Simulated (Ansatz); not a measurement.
# Lu3InN4: complex band structure, part 3 of 3

Wanted: the relaxed cell of Lu3InN4, its band edges and its decay constants. It is built by putting Lu for Al, In for Ga in the Al3GaN4 structure of space group P-43m, with the volume rescaled by atomic radii. The parent structure comes from the Materials Project.

Ansatz 0.2.0; PBEsol DFT, plane waves, PAW files (the session's first sound run).

So far, gap on path (eV): step 3 (band edges) 1.26.

The structure was built from a prototype and need not be the compound's stable phase.

### Step 7. Band edges at another level

This step: PBE DFT, plane waves, PAW files (Ansatz 0.2.0).

The edges again with PBE, at the same atoms.

input.yaml

```yaml
crystal:
  lattice:
    - [5.0503764176, 0.0, 0.0]
    - [0.0, 5.0503764176, 0.0]
    - [0.0, 0.0, 5.0503764176]
  atoms:
    - { symbol: Lu, position: [0.5, 0.5, 0.0] }
    - { symbol: Lu, position: [0.5, 0.0, 0.5] }
    - { symbol: Lu, position: [0.0, 0.5, 0.5] }
    - { symbol: In, position: [0.0, 0.0, 0.0] }
    - { symbol: "N", position: [0.749060862, 0.749060862, 0.250939138] }
    - { symbol: "N", position: [0.749060862, 0.250939138, 0.749060862] }
    - { symbol: "N", position: [0.250939138, 0.749060862, 0.749060862] }
    - { symbol: "N", position: [0.250939138, 0.250939138, 0.250939138] }
kpoints:
  mp_grid: { grid: [6, 6, 6] }
  band_path: { path: [VBM, CBM], npoints: 30 }
scf:
  occupations: { method: fixed }
hamiltonian:
  xc: pbe
output:
  eigenvalues: true
```

Command:

```console
ansatz run input.yaml --threads 2 --pin off --max-ram 4096MiB --backend cpu --events-out ev --progress --plain --runs-dir out
```

Numbers of over 12 decimals in the logs are rounded to 6 here.

What it wrote:

```text
[...]
Crystal: 8 atoms, lattice volume = 128.816 Å³
Basis set: ecut = 420 eV, 2517 PW (Γ)
Bands: 65, of which v1, the nominal top of the filled ones, is band 54 counted from 1 (53 counted from 0)
Symmetry: 24 space group operations
[...]
k-points: 20 of 216 (time reversal used)
[...]
SCF iter   1: F=—  HF=-51339.782712 eV  |F-HF|=—  |Δ(HF+E_count)|=         —  Δρ=3.23e-3  dr2=1.32e-2  ethr=1.77e-3  ⟨swp⟩=5.8  Hψ=4777  notcnv=0  defer=159
[...]
SCF iter   9: F=-51339.772572 eV  HF=-51339.772572 eV  |F-HF|=2.47e-10  |Δ(HF+E_count)|=   3.57e-8  Δρ=2.73e-6  dr2=5.40e-9  ethr=8.04e-11  ⟨swp⟩=4.2  Hψ=4687  notcnv=0
SCF 1 converged in 9 iterations: F = -51339.772572 eV  dr2 = 5.40e-9
[...]
SCF converged after 9 iterations
Free energy (F): -51339.772572 eV
[...]
Internal energy: -51339.772572 eV  (E = F + TS)
E sigma→0 (E₀):  -51339.772572 eV
Fermi energy:    11.535858 eV
[...]
--- Band table (eV; the first three rows and the last of 20) ---
  k-point 0: bands = [... 50 lower, 10.6540, 11.5359, 11.5359, 11.5359, 12.8534, 14.5533, 14.5533, 14.5533, ... 7 higher]
  k-point 1: bands = [... 50 lower, 10.7575, 11.3690, 11.4949, 11.4949, 13.3899, 14.5831, 14.5952, 14.5952, ... 7 higher]
  k-point 2: bands = [... 50 lower, 10.9361, 10.9361, 11.3808, 11.3808, 14.4950, 14.6942, 14.6942, 14.8267, ... 7 higher]
  k-point 19: bands = [... 50 lower, 11.0211, 11.0945, 11.0945, 11.0945, 15.3239, 16.5850, 17.0794, 17.0794, ... 7 higher]
```

It took 41 s on 2 threads of Arm Neoverse V2, shared host; peak memory 0.46 GiB.

Numbers from this step:

```
free energy        : -51339.7726 eV
Fermi energy       : 11.54 eV
gap on the k-mesh  : 1.318 eV
gap on path        : 1.318 eV, by band count; negative where bands overlap
direct gap on path : 1.318 eV
```

Levels at VBM (eV): -4.82, -2.96, -2.96, -2.47, -2.47, -2.47, -2.42, -2.42, -2.42, -2.32, -2.32, -2.32, -2.28, -2.22, -2.22, -2.22, -2.22, -2.22, -2.22, -2.20, -2.20, -2.20, -1.93, -1.93, -1.17, -1.17, -1.17, -0.88, -0.88, -0.88, 0.00, 0.00, 0.00, 1.32, 3.02, 3.02, 3.02, 4.46, 6.04, 6.04.

The searched edges give 1.32 eV, as on the mesh.

Between step 3 and this run (PBE) the value for the gap on path moves from 1.26 eV to 1.32 eV.

### Step 8. Complex bands at another level

This step: PBE DFT, plane waves, PAW files; complex bands by layer matching along the plane's normal (Ansatz 0.2.0).

The complex bands at that level, over its own gap, at (0, 0) and (0.5, 0).

input.yaml, as its differences from that of step 7:

```diff
@@ -2,5 +2,5 @@
   lattice:
-    - [5.0503764176, 0.0, 0.0]
-    - [0.0, 5.0503764176, 0.0]
-    - [0.0, 0.0, 5.0503764176]
+    - [5.050376418, 0.0, 0.0]
+    - [0.0, 5.050376418, 0.0]
+    - [0.0, 0.0, 5.050376418]
   atoms:
@@ -16,3 +16,2 @@
   mp_grid: { grid: [6, 6, 6] }
-  band_path: { path: [VBM, CBM], npoints: 30 }
 scf:
@@ -23 +22,6 @@
   eigenvalues: true
+  transmission:
+    leads: [[0, 0]]
+    kpoints: [[0.0, 0.0], [0.5, 0.0]]
+    e_range: [-1.0, 2.32]
+    de: 0.07
```

What it wrote:

```text
[...]
Crystal: 8 atoms, lattice volume = 128.816 Å³
Basis set: ecut = 420 eV, 2517 PW (Γ)
Bands: 65, of which v1, the nominal top of the filled ones, is band 54 counted from 1 (53 counted from 0)
Symmetry: 24 space group operations
[...]
k-points: 20 of 216 (time reversal used)
[...]
SCF iter   1: F=—  HF=-51339.782712 eV  |F-HF|=—  |Δ(HF+E_count)|=         —  Δρ=3.23e-3  dr2=1.32e-2  ethr=1.77e-3  ⟨swp⟩=5.8  Hψ=4777  notcnv=0  defer=159
[...]
SCF iter   9: F=-51339.772572 eV  HF=-51339.772572 eV  |F-HF|=8.73e-11  |Δ(HF+E_count)|=   3.60e-8  Δρ=2.66e-6  dr2=5.17e-9  ethr=7.92e-11  ⟨swp⟩=4.3  Hψ=4691  notcnv=0
SCF 1 converged in 9 iterations: F = -51339.772572 eV  dr2 = 5.17e-9
[...]
transmission: 9 of 18 steps passed
transmission: 18 of 18 steps passed
SCF converged after 9 iterations
Free energy (F): -51339.772572 eV
[...]
Internal energy: -51339.772572 eV  (E = F + TS)
E sigma→0 (E₀):  -51339.772572 eV
Fermi energy:    11.535858 eV
[...]
--- Band table (eV; the first three rows and the last of 20) ---
  k-point 0: bands = [... 50 lower, 10.6540, 11.5359, 11.5359, 11.5359, 12.8534, 14.5533, 14.5533, 14.5533, ... 7 higher]
  k-point 1: bands = [... 50 lower, 10.7575, 11.3690, 11.4949, 11.4949, 13.3899, 14.5831, 14.5952, 14.5952, ... 7 higher]
  k-point 2: bands = [... 50 lower, 10.9361, 10.9361, 11.3808, 11.3808, 14.4950, 14.6942, 14.6942, 14.8267, ... 7 higher]
  k-point 19: bands = [... 50 lower, 11.0211, 11.0945, 11.0945, 11.0945, 15.3239, 16.5850, 17.0794, 17.0794, ... 7 higher]
--- Transmission ---
  basis      : 221 plane waves across, 9 finite elements along
  points     : 2, as listed
[...]
crystal 0  : N4Lu3In1, at the sites [0, 0], period 5.0504 Å: whole cells are its period
[...]
channels       : 0.000000e0 a spin
[...]
slowest decay  : 0.1906 /Å at (0.0000, 0.0000)
```

Wall time 66 s (2 threads); peak memory 0.79 GiB; 1.9 min of CPU time.

Numbers from this step:

| Item | Value |
| --- | --- |
| level to which the leads are filled | 0.6588 eV from the Fermi level |
| decay constant at the filling level, zone centre | 0.1906 Å⁻¹ |
| decay constant at the filling level, slowest listed point | 0.1906 Å⁻¹ |

K parallel (0, 0); values up to 1.5 1/Å, a degenerate pair printed once or twice; energies at which all values exceed this have no row. Table of Im kz of the slowest decaying states by energy, zero at the highest filled level on the SCF mesh:

| energy (eV) | decay 1 (Å⁻¹) | decay 2 (Å⁻¹) | decay 3 (Å⁻¹) | decay 4 (Å⁻¹) |
| --- | --- | --- | --- | --- |
| -1.00 | 0.146 | 0.156 | 0.337 | 0.788 |
| -0.79 | 0.170 | 0.272 | 0.773 | 0.812 |
| -0.51 | 0.219 | 0.348 | 0.740 | 0.837 |
| -0.30 | 0.0943 | 0.231 | 0.384 | 0.713 |
| -0.09 | 0.234 | 0.412 | 0.685 | 0.694 |
| -0.02 | 0.233 | 0.419 | 0.668 | 0.675 |
| 0.19 | 0.216 | 0.228 | 0.438 | 0.510 |
| 0.40 | 0.216 | 0.310 | 0.451 | 0.561 |
| 0.68 | 0.191 | 0.399 | 0.461 | 0.589 |
| 0.89 | 0.162 | 0.454 | 0.463 | 0.569 |
| 1.10 | 0.119 | 0.460 | 0.503 | 0.552 |
| 1.38 | 0.450 | 0.531 | 0.564 | 0.617 |
| 1.59 | 0.439 | 0.515 | 0.610 | 0.613 |
| 1.80 | 0.423 | 0.500 | 0.605 | 0.656 |
| 2.08 | 0.397 | 0.479 | 0.587 | 0.587 |
| 2.29 | 0.371 | 0.462 | 0.567 | 0.803 |

K parallel (0, 0). The Re kz of states that move upwards by energy, zero at the highest filled level on the SCF mesh:

| energy (eV) | channel 1 (Å⁻¹) | channel 2 (Å⁻¹) | channel 3 (Å⁻¹) |
| --- | --- | --- | --- |
| -1.00 | -0.566 | -0.219 | - |
| -0.93 | -0.536 | -0.140 | - |
| -0.79 | -0.482 | 0.194 | 0.194 |
| -0.72 | -0.456 | 0.278 | 0.278 |
| -0.65 | -0.429 | 0.358 | 0.358 |
| -0.58 | -0.402 | 0.439 | 0.439 |
| -0.44 | -0.345 | - | - |
| -0.37 | -0.314 | - | - |
| -0.30 | -0.281 | - | - |
| -0.23 | -0.533 | -0.533 | -0.244 |
| -0.09 | -0.308 | -0.308 | -0.151 |
| -0.02 | -0.141 | -0.141 | -0.0696 |
| 0.05 | - | - | - |
| 0.19 | - | - | - |
| 0.26 | - | - | - |
| 0.33 | - | - | - |
| 0.40 | - | - | - |
| 0.54 | - | - | - |
| 0.61 | - | - | - |
| 0.68 | - | - | - |
| 0.75 | - | - | - |
| 0.89 | - | - | - |
| 0.96 | - | - | - |
| 1.03 | - | - | - |
| 1.10 | - | - | - |
| 1.24 | - | - | - |
| 1.31 | - | - | - |
| 1.38 | 0.0668 | - | - |
| 1.52 | 0.122 | - | - |
| 1.59 | 0.143 | - | - |
| 1.66 | 0.162 | - | - |
| 1.73 | 0.179 | - | - |
| 1.87 | 0.211 | - | - |
| 1.94 | 0.226 | - | - |
| 2.01 | 0.240 | - | - |
| 2.08 | 0.254 | - | - |
| 2.22 | 0.281 | - | - |
| 2.29 | 0.294 | - | - |

K parallel (0.5, 0); values up to 1.5 1/Å, a degenerate pair printed once or twice; energies at which all values exceed this have no row. Table of Im kz of the slowest decaying states by energy, zero at the highest filled level on the SCF mesh:

| energy (eV) | decay 1 (Å⁻¹) | decay 2 (Å⁻¹) | decay 3 (Å⁻¹) | decay 4 (Å⁻¹) |
| --- | --- | --- | --- | --- |
| -1.00 | 0.223 | 0.229 | 0.328 | 0.426 |
| -0.86 | 0.170 | 0.261 | 0.327 | 0.395 |
| -0.65 | 0.128 | 0.219 | 0.321 | 0.329 |
| -0.51 | 0.0657 | 0.0797 | 0.167 | 0.182 |
| -0.37 | 0.182 | 0.258 | 0.438 | 0.683 |
| -0.16 | 0.207 | 0.224 | 0.325 | 0.416 |
| -0.02 | 0.311 | 0.325 | 0.372 | 0.468 |
| 0.12 | 0.382 | 0.385 | 0.407 | 0.485 |
| 0.33 | 0.442 | 0.446 | 0.460 | 0.504 |
| 0.47 | 0.466 | 0.466 | 0.481 | 0.540 |
| 0.68 | 0.486 | 0.487 | 0.491 | 0.550 |
| 0.82 | 0.487 | 0.492 | 0.501 | 0.551 |
| 0.96 | 0.485 | 0.491 | 0.509 | 0.549 |
| 1.17 | 0.479 | 0.485 | 0.516 | 0.542 |
| 1.31 | 0.474 | 0.479 | 0.519 | 0.536 |
| 1.45 | 0.467 | 0.472 | 0.522 | 0.527 |
| 1.66 | 0.455 | 0.460 | 0.510 | 0.525 |
| 1.80 | 0.446 | 0.450 | 0.496 | 0.527 |
| 1.94 | 0.436 | 0.440 | 0.480 | 0.531 |
| 2.15 | 0.420 | 0.421 | 0.448 | 0.540 |
| 2.29 | 0.406 | 0.408 | 0.424 | 0.547 |

At the listed wavevectors the last open channel is at -0.02 eV and the next at +1.38 eV on the grid. At +0.68 eV, the grid energy nearest the filling level (the middle of the gap on the SCF mesh), the slowest state at the listed wavevectors decays with κ = 0.191 Å⁻¹, its amplitude falling by e over 5.2 Å; the first such run, plane (001), gave 0.190 Å⁻¹.

### Step 9. A repeat with changed settings

This step: PBEsol DFT, plane waves, PAW files; complex bands by layer matching along the plane's normal; changed: output.transmission.temperature = 0, scf.max_iter = 50 (Ansatz 0.2.0).

This run repeats an earlier one, its twin (the complex run, plane (001)), with two settings changed (scf.max_iter, output.transmission.temperature; files written aside). The setting was drawn as a possible misstep, on purpose. Where the input is shown as a difference, that is against the step before, not the twin.

input.yaml, as its differences from that of step 8:

```diff
@@ -18,4 +18,5 @@
   occupations: { method: fixed }
+  max_iter: 50
 hamiltonian:
-  xc: pbe
+  xc: pbesol
 output:
@@ -25,3 +26,4 @@
     kpoints: [[0.0, 0.0], [0.5, 0.0]]
-    e_range: [-1.0, 2.32]
+    e_range: [-1.0, 2.26]
     de: 0.07
+    temperature: 0
```

What it wrote:

```text
Error: invalid value for `output.transmission.temperature`: must be finite and ≥ 1.2; got 0 K
```

Elapsed: 0.15 s, on 2 threads; peak memory 0.089 GiB.

The input was rejected at the start.

The program's message: “Error: invalid value for `output.transmission.temperature`: must be finite and ≥ 1.2; got 0 K”

The change that led to it: output.transmission.temperature = 0.

### Step 10. Summary of results

| Property | Result |
| --- | --- |
| band gap | 1.26 eV |
| least decay constant at mid-gap, normal to (001) | 0.190 Å⁻¹ |
| least decay constant at mid-gap, normal to (110) | 0.187 Å⁻¹ |
| least decay constant on a mesh, normal to (001) | 0.188 Å⁻¹ |
| least decay constant, PBE | 0.191 Å⁻¹ |

In words: With PBEsol, the slowest decay at the wavevectors tried is κ = 0.187 Å⁻¹, normal to (110). Through such a film the transmission near mid-gap falls as exp(−2κd), a factor of ten every 6.1 Å. The directions tried decay at nearly the same rate. A free electron under a barrier of half the gap would need a mass of 0.21 mₑ to decay at this rate. With PBE the gap goes from 1.26 to 1.32 eV and the decay constant, over the first 2 listed wavevectors, from 0.190 to 0.191 Å⁻¹. The compound is made up by substitution; its stability against other phases and against distortions of the cell's symmetry was not tested. A semilocal functional narrows gaps, so real decay constants are likely larger.

[Logs are printed without paths, hosts, clocks, repeated set-up lines and the standing remarks that a program may print on its own settings, such as how far it seeks lower states.]

[Hosts, paths, dates, database ids (printed as entryN), source tags and the programs' standing remarks are cut or masked in the printed files.]
